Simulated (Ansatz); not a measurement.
## Work function of Cu(100): what the settings cost and change

Aim: the work function of Cu(100) across levels of theory at one geometry.

Main program and level: Ansatz 0.2.0; plane-wave DFT, PBE, Ansatz PAW, in the first sound run; inputs show where later runs differ.

The experiments to compare with:

For Cu (clean (100) face, a compiled value), “Anisotropic work function of elemental crystals” (2019, arxiv:1902.07811) quotes earlier work: work function (clean (100) face, a compiled value) 4.73 eV.

Most raw output is cut from this account.

## 1. Starting point

The cell holds 7 atoms: 7 Cu. Cell: a = 2.553 Å, b = 2.553 Å, c = 28.830 Å, α = 90.0°, β = 90.0°, γ = 90.0°. Vacuum lies along c.

## 2. Slab, setting PBE, Ansatz PAW (420 eV)

A work function rests on the faint tail of the density, so the SCF threshold is tight. PBE on the default files comes first; the next runs keep the geometry and change functional or files, each at the cutoff that its files recommend; a relaxation and, for heavy metals, spin-orbit coupling close the ladder.

Input file input.yaml:

```yaml
crystal:
  lattice:
    - [2.5526554801, 0.0, 0.0]
    - [0.0, 2.5526554801, 0.0]
    - [0.0, 0.0, 28.83]
  atoms:
    - { symbol: Cu, position: [0.0, 0.0, 0.3121748179] }
    - { symbol: Cu, position: [0.5, 0.5, 0.3747832119] }
    - { symbol: Cu, position: [0.0, 0.0, 0.437391606] }
    - { symbol: Cu, position: [0.5, 0.5, 0.5] }
    - { symbol: Cu, position: [0.0, 0.0, 0.562608394] }
    - { symbol: Cu, position: [0.5, 0.5, 0.6252167881] }
    - { symbol: Cu, position: [0.0, 0.0, 0.6878251821] }
kpoints:
  mp_grid: { grid: [16, 16, 1] }
hamiltonian:
  xc: pbe
scf:
  occupations: { method: fermi_dirac, width: 0.1 }
  convergence: { dr2_threshold: 1.0e-09 }
efield:
  axis: 3
  dipole_correction: true
  ramp_position: 0.97
  ramp_width: 0.06
output:
  write_potential: true
  write_density: true
  volumetric_format: npy
  elf: true
```

The run is started by

```sh
$ ansatz run input.yaml --threads 4 --pin off --max-ram 6144MiB --backend cpu --events-out ev --progress --plain --runs-dir out
```

Run time: 67 s. Hardware: 4 threads of Arm Neoverse N1, shared host; peak memory 0.98 GiB.

Numbers from this step:

```yaml
energy_at_zero_smearing: -46374.9990 eV
work_function_upper_face: 4.541 eV
```

Running mean over 1.805 Å of the planar mean; the ramp of the sawtooth is left out. The electron's electrostatic potential energy less the Fermi level by z:

```tsv
z (Å)	electron's electrostatic potential energy less the Fermi level (eV)
4	4.54
5	4.54
6	4.50
7	4.06
8	-1.46
9	-8.31
10	-8.75
11	-8.86
12	-8.84
13	-8.84
14	-8.85
15	-8.85
16	-8.84
17	-8.84
18	-8.86
19	-8.72
20	-7.94
21	0.204
22	4.23
23	4.52
24	4.54
25	4.54
```

Valence density in the ca plane at fractional y = 0.000, with atoms of Cu within 0.2 Å of it. It is the smooth field of the valence electrons, not physical close to the nuclei.

Ten steps, logarithmic in the rise over the least value, from '0' (0 e/Å³) to '9' (46 e/Å³), each cell a mean:
```
88510000158851000015884100001588510000000000
55310000135521000013552100001355200000000000
11100000011110000001111000000111100000000000
11000110001100011000110001100010000000000000
11100000011110000001111000000111000000000000
33210000123321000012331100001233100000000000
77410000147741000014774100001577410000000000
99620000269952000026995100002699510000000000
```
Columns run along c (16.0 Å, from fractional 0.31 to 0.86 of the cell), rows up along a (2.6 Å). Atoms in or near the plane, at fractional coordinates: Cu at (0.31, 0.00), Cu at (0.44, 0.00), Cu at (0.56, 0.00), Cu at (0.69, 0.00).

Electrostatic potential energy in the ca plane at fractional y = 0.000, with atoms of Cu within 0.2 Å of it. With pseudopotentials it is smooth inside the atoms' cores, unlike the true potential.

Ten even steps from '0' (-50 eV) to '9' (9 eV), each cell a mean:
```
00379999720037999972003799997200389999999999
22589999852258999985226899998522589999999999
77899999987789999998778999999877899999999999
99999999999999999999999999999999999999999999
88999999998899999998889999999988999999999999
44799999864478999986447999998644799999999999
00389999730038999973004899997300389999999999
00279999710027999961002799997100279999999999
```
Columns run along c (16.0 Å, from fractional 0.31 to 0.86 of the cell; values clipped at the 3rd and 97th percentile), rows up along a (2.6 Å). Atoms in or near the plane, at fractional coordinates: Cu at (0.31, 0.00), Cu at (0.44, 0.00), Cu at (0.56, 0.00), Cu at (0.69, 0.00).

ELF in the ca plane at fractional y = 0.000, with atoms of Cu within 0.2 Å of it. It is the smooth field of the valence electrons, not physical close to the nuclei.

Values, 5 rows by 16 columns, each cell a mean:
```
0.44 0.20 0.22 0.33 0.32 0.23 0.20 0.45 0.21 0.23 0.23 0.42 0.14 0.05 0.01 0.00
0.19 0.24 0.25 0.20 0.20 0.25 0.25 0.19 0.23 0.24 0.22 0.19 0.16 0.05 0.01 0.00
0.21 0.26 0.25 0.24 0.24 0.25 0.27 0.21 0.27 0.24 0.26 0.21 0.19 0.05 0.01 0.00
0.23 0.22 0.24 0.21 0.21 0.25 0.23 0.23 0.21 0.24 0.20 0.23 0.15 0.05 0.01 0.00
0.60 0.20 0.22 0.42 0.40 0.22 0.20 0.61 0.22 0.23 0.27 0.57 0.14 0.05 0.01 0.00
```
Columns run along c (16.0 Å, from fractional 0.31 to 0.86 of the cell), rows up along a (2.6 Å). Atoms in or near the plane, at fractional coordinates: Cu at (0.31, 0.00), Cu at (0.44, 0.00), Cu at (0.56, 0.00), Cu at (0.69, 0.00).

The work function is 4.541 eV.

## 3. Slab

This step: plane-wave DFT, LDA, Ansatz PAW (Ansatz 0.2.0).

Changes to input.yaml since step 2:

```diff
@@ -16,3 +16,3 @@
 hamiltonian:
-  xc: pbe
+  xc: lda
 scf:
@@ -29,2 +29 @@
   volumetric_format: npy
-  elf: true
```

It took 63 s on 4 threads; peak memory 0.98 GiB; 4 min of CPU time.

The work function is 4.901 eV, +0.360 eV from the run “PBE, Ansatz PAW (420 eV)”, at 1.00 times its CPU time.

## 4. Run

This step: plane-wave DFT, PBEsol, Ansatz PAW (Ansatz 0.2.0).

Changes to input.yaml since step 3:

```diff
@@ -16,3 +16,3 @@
 hamiltonian:
-  xc: lda
+  xc: pbesol
 scf:
```

Wall time 64 s (4 threads); peak memory 0.99 GiB; 4.1 min of CPU time.

The work function is 4.657 eV, +0.116 eV from the run “PBE, Ansatz PAW (420 eV)”, at 1.0 times its CPU time.

## 5. Run

This step: plane-wave DFT, RPBE, Ansatz PAW (Ansatz 0.2.0).

Changes to input.yaml since step 4:

```diff
@@ -16,3 +16,3 @@
 hamiltonian:
-  xc: pbesol
+  xc: rpbe
 scf:
```

Run time: 65 s. Hardware: 4 threads; peak memory 0.99 GiB.

The work function is 4.365 eV, -0.175 eV from the run “PBE, Ansatz PAW (420 eV)”, at 0.99 times its CPU time.

## 6. Run

This step: plane-wave DFT, r2SCAN, Ansatz PAW (Ansatz 0.2.0).

Changes to input.yaml since step 5:

```diff
@@ -16,3 +16,3 @@
 hamiltonian:
-  xc: rpbe
+  xc: r2scan
 scf:
```

It took 2.5 min on 4 threads; peak memory 1.4 GiB.

The work function is 4.543 eV, +0.003 eV from the run “PBE, Ansatz PAW (420 eV)”, at 2.3 times its CPU time.

## 7. Run

This step: plane-wave DFT, PBE, JTH PAW (Ansatz 0.2.0).

Changes to input.yaml since step 6:

```diff
@@ -16,3 +16,4 @@
 hamiltonian:
-  xc: r2scan
+  xc: pbe
+  pseudopotentials: { kind: paw, source: jth }
 scf:
```

Wall time 4.8 min (4 threads); peak memory 4.3 GiB.

The work function is 4.542 eV, +0.001 eV from the run “PBE, Ansatz PAW (420 eV)”, at 4.7 times its CPU time.

## 8. Slab

This step: plane-wave DFT, PBE, norm-conserving (Ansatz 0.2.0).

Changes to input.yaml since step 7:

```diff
@@ -17,3 +17,3 @@
   xc: pbe
-  pseudopotentials: { kind: paw, source: jth }
+  pseudopotentials: { kind: nc }
 scf:
```

Elapsed: 3.8 min, on 4 threads; peak memory 3.6 GiB.

The work function is 4.540 eV, -0.000 eV from the run “PBE, Ansatz PAW (420 eV)”, at 3.6 times its CPU time.

## 9. Run

This step: plane-wave DFT, LDA, norm-conserving (Ansatz 0.2.0).

Changes to input.yaml since step 8:

```diff
@@ -16,3 +16,3 @@
 hamiltonian:
-  xc: pbe
+  xc: lda
   pseudopotentials: { kind: nc }
```

Elapsed: 3.2 min, on 4 threads; peak memory 3.5 GiB.

The work function is 4.917 eV, +0.377 eV from the run “PBE, Ansatz PAW (420 eV)”, at 3.2 times its CPU time.

## 10. Run, setting PBE, all layers relaxed

This step: plane-wave DFT, PBE, Ansatz PAW (Ansatz 0.2.0).

Changes to input.yaml since step 9:

```diff
@@ -16,4 +16,3 @@
 hamiltonian:
-  xc: lda
-  pseudopotentials: { kind: nc }
+  xc: pbe
 scf:
@@ -26,2 +25,5 @@
   ramp_width: 0.06
+relax:
+  f_tol: 0.01
+  max_steps: 40
 output:
```

Wall time 2.3 min (4 threads); peak memory 0.85 GiB; 8.8 min of CPU time.

The relaxation took 3 steps and lowered the energy by 0.0097 eV; the largest force on the free atoms ends at 0.0022 eV/Å.

The work function is 4.524 eV, -0.017 eV from the run “PBE, Ansatz PAW (420 eV)”, at 2.2 times its CPU time.

## 11. Side by side

Times are for 4 threads of Arm Neoverse N1, shared host. The runs compared:

```tsv
no.	setting	work function, upper face (eV)	time	memory (GiB)
1	PBE, Ansatz PAW (420 eV)	4.541	67 s	0.98
2	LDA, Ansatz PAW (420 eV)	4.901	63 s	0.98
3	PBEsol, Ansatz PAW (420 eV)	4.657	64 s	0.99
4	RPBE, Ansatz PAW (420 eV)	4.365	65 s	0.99
5	r2SCAN, Ansatz PAW (500 eV)	4.543	2.5 min	1.4
6	PBE, JTH PAW (1350 eV)	4.542	4.8 min	4.3
7	PBE, norm-conserving (1252 eV)	4.540	3.8 min	3.6
8	LDA, norm-conserving (1252 eV)	4.917	3.2 min	3.5
9	PBE, all layers relaxed	4.524	2.3 min	0.85
```

## 12. The same run with other settings

This step: plane-wave DFT, PBE, Ansatz PAW, but for the change named below (Ansatz 0.2.0).

An input spoilt on purpose, to show how the run answers: it repeats the earlier run “PBE, Ansatz PAW (420 eV)” with magnetization.spin_polarized to many, and scf.max_iter set to 75; its output block differs too.

Changes to input.yaml since step 10:

```diff
@@ -20,2 +20,3 @@
   convergence: { dr2_threshold: 1.0e-09 }
+  max_iter: 75
 efield:
@@ -25,5 +26,2 @@
   ramp_width: 0.06
-relax:
-  f_tol: 0.01
-  max_steps: 40
 output:
@@ -32 +30,3 @@
   volumetric_format: npy
+magnetization:
+  spin_polarized: many
```

Wall time 0.03 s (4 threads); peak memory 0.022 GiB.

The program refused the input before any cycle.

The program's message: “Error: YAML parse error: error: line 32 column 19: invalid boolean (strict mode expects true/false)”

The fault put into the input: a value of the wrong type.

## 13. What came out

```yaml
work_function_pbe_ansatz_paw_420_ev: 4.541 eV
work_function_lda_ansatz_paw_420_ev: 4.901 eV
work_function_rpbe_ansatz_paw_420_ev: 4.365 eV
work_function_r2scan_ansatz_paw_500_ev: 4.543 eV
work_function_lda_norm_conserving_1252_ev: 4.917 eV
work_function_pbe_all_layers_relaxed: 4.524 eV
```

In words: PBE on the default files gives 4.54 eV, and the settings tried spread the value from 4.37 to 4.92 eV. At one geometry LDA lies 0.36 eV above PBE. The choice of pseudopotentials moves the PBE value by 0.002 eV. Relaxing the layers changes it by -0.017 eV. The ladder's slabs use the tabulated experimental lattice constant (two decimals; a low-temperature value for the alkali metals).

Computed beside measured:

```
                                               quantity  measured  PBE, Ansatz PAW (420 eV)  LDA, Ansatz PAW (420 eV)  PBEsol, Ansatz PAW (420 eV)  RPBE, Ansatz PAW (420 eV)  r2SCAN, Ansatz PAW (500 eV)  LDA, norm-conserving (1252 eV)  PBE, all layers relaxed
work function (clean (100) face, a compiled value) (eV)      4.73           4.54 (-0.19 eV)           4.90 (+0.17 eV)              4.66 (-0.07 eV)            4.37 (-0.36 eV)              4.54 (-0.19 eV)                 4.92 (+0.19 eV)          4.52 (-0.21 eV)
```

Measured values from arxiv:1902.07811 (2019).

Verdict: For the work function, of the levels listed nearest comes PBEsol, Ansatz PAW (420 eV) (-0.07 eV, good agreement) and farthest RPBE, Ansatz PAW (420 eV) (-0.36 eV, a clear miss). The grades are ours: good and fair within 3 and 7 % for the work function.

[Logs are printed without paths, hosts, clocks, repeated set-up lines and the standing remarks that a program may print on its own settings, such as how far it seeks lower states.]

[Hosts, paths, dates, database ids (printed as entryN), source tags and the programs' standing remarks are cut or masked in the printed files.]

[Maps of the electrostatic potential energy from Ansatz leave out the sawtooth potential of an applied field or a dipole correction, so their vacuum need not be flat; planar profiles and work functions include it.]
